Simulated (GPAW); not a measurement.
Consider TiO2 (Anatase, I4_1/amd).

```xyz
6
Lattice="-1.8921 1.8921 4.7573 1.8921 -1.8921 4.7573 1.8921 1.8921 -4.7573" Properties=species:S:1:pos:R:3 pbc="T T T"
Ti    0.0000    1.8921    2.3786
Ti    0.0000    0.0000    0.0000
O     0.0000    0.0000    7.5346
O     0.0000    1.8921    0.3987
O     0.0000    1.8921    4.3586
O     0.0000    0.0000    1.9800
```

Absorber: atom 1, with 4 O at 1.93 Å and 2 O at 1.98 Å (distorted octahedral, site symmetry -4m2). Method: GPAW, revPBE, full core hole (charged cell), 12-atom cell with 5.4 Å between holes, 5×5×5 k points, dipole transitions, Gaussian full width 0.94 eV up to 4 eV, rising linearly to 3.5 eV at 25 eV.

Question: What does the Ti K edge look like?

Main maxima up to 30 eV above the zero (height): 0.6 eV (0.23), 3.0 eV (0.39), 5.4 eV (0.44) and 17.5 eV (3.35). A K edge sees empty p states. The first eV above the zero hold little dipole weight, as the lowest empty bands are of d character; the main edge, of 4p character, rises through 0.6 near 11 eV above the zero. The total-energy difference plus the lowest empty eigenvalue puts the zero at 4985.15 eV. One term is added: -22.82 eV, since the hole is spin-paired here and a spin-polarised one costs that much less in the free atom (computed apart). The photon energy is then 4962.33 eV. The tabulated edge of the element is 4966 eV. The functional and the charged cell's background leave an error of a few eV in such absolute values.

The Ti K spectrum (energy from the lowest empty level; intensity scaled to a mean of 1 over the first 20 eV; polarised curves are means over the symmetry-equivalent atoms):

```
E (eV)  isotropic  ε ⊥ c  ε ∥ c
  -2.0       0.00   0.00   0.00
  -1.5       0.00   0.00   0.00
  -1.0       0.00   0.00   0.00
  -0.5       0.01   0.01   0.00
   0.0       0.08   0.11   0.01
   0.5       0.22   0.32   0.02
   1.0       0.15   0.22   0.01
   1.5       0.04   0.06   0.01
   2.0       0.10   0.12   0.06
   2.5       0.29   0.31   0.24
   3.0       0.39   0.41   0.35
   3.5       0.30   0.30   0.29
   4.0       0.17   0.15   0.21
   4.5       0.17   0.17   0.17
   5.0       0.34   0.35   0.32
   5.5       0.44   0.42   0.48
   6.0       0.30   0.27   0.35
   6.5       0.11   0.10   0.12
   7.0       0.03   0.03   0.04
   7.5       0.03   0.02   0.05
   8.0       0.05   0.03   0.09
   8.5       0.09   0.05   0.15
   9.0       0.14   0.10   0.23
   9.5       0.22   0.17   0.32
  10.0       0.32   0.27   0.40
  10.5       0.44   0.42   0.47
  11.0       0.56   0.58   0.51
  11.5       0.64   0.69   0.55
  12.0       0.67   0.71   0.58
  12.5       0.68   0.70   0.65
  13.0       0.75   0.72   0.79
  13.5       0.90   0.85   1.00
  14.0       1.11   1.08   1.18
  14.5       1.38   1.43   1.29
  15.0       1.72   1.89   1.37
  15.5       2.14   2.42   1.57
  16.0       2.59   2.88   2.01
  16.5       3.00   3.14   2.72
  17.0       3.27   3.14   3.52
  17.5       3.35   2.96   4.15
  18.0       3.26   2.72   4.35
  18.5       3.05   2.53   4.08
  19.0       2.80   2.44   3.51
  19.5       2.58   2.42   2.89
  20.0       2.43   2.44   2.41
  20.5       2.34   2.44   2.13
  21.0       2.29   2.41   2.04
  21.5       2.23   2.32   2.06
  22.0       2.17   2.19   2.11
  22.5       2.08   2.06   2.13
  23.0       2.00   1.94   2.13
  23.5       1.94   1.86   2.09
  24.0       1.90   1.83   2.04
  24.5       1.89   1.84   2.01
  25.0       1.90   1.85   1.99
  25.5       1.90   1.86   1.98
  26.0       1.89   1.85   1.98
  26.5       1.87   1.82   1.96
  27.0       1.82   1.78   1.92
  27.5       1.78   1.74   1.87
  28.0       1.75   1.71   1.82
  28.5       1.73   1.72   1.76
  29.0       1.74   1.76   1.72
  29.5       1.77   1.81   1.69
  30.0       1.80   1.87   1.67
  30.5       1.83   1.91   1.66
  31.0       1.85   1.94   1.69
  31.5       1.88   1.95   1.74
  32.0       1.92   1.97   1.83
```

Quadrupole 1s→3d transitions, which feed the pre-edge, are not in the dipole spectrum. The holes are only 5.4 Å apart, so the shape is probably not converged with cell size; no larger cell was run here. The mesh is coarse (0.27 Å⁻¹ between points), so small maxima may be mesh ripples. The structure is a published determination, not relaxed.

[Banner, clock and machine lines of the logs are left out without a mark of their own.]

[Logs are printed without paths, hosts, clocks, repeated set-up lines and the standing remarks that a program may print on its own settings, such as how far it seeks lower states.]

[Hosts, paths, dates, database ids (printed as entryN), source tags and the programs' standing remarks are cut or masked in the printed files.]

[Lists of maxima count a maximum above −3 eV only where it reaches 4 % of the highest in the window and stands out from its surroundings by 2 % of it (1.5 % where it reaches 55 %); shoulders and weaker maxima are passed over, and of the rest the first, up to two pre-edge ones and the few strongest are named.]
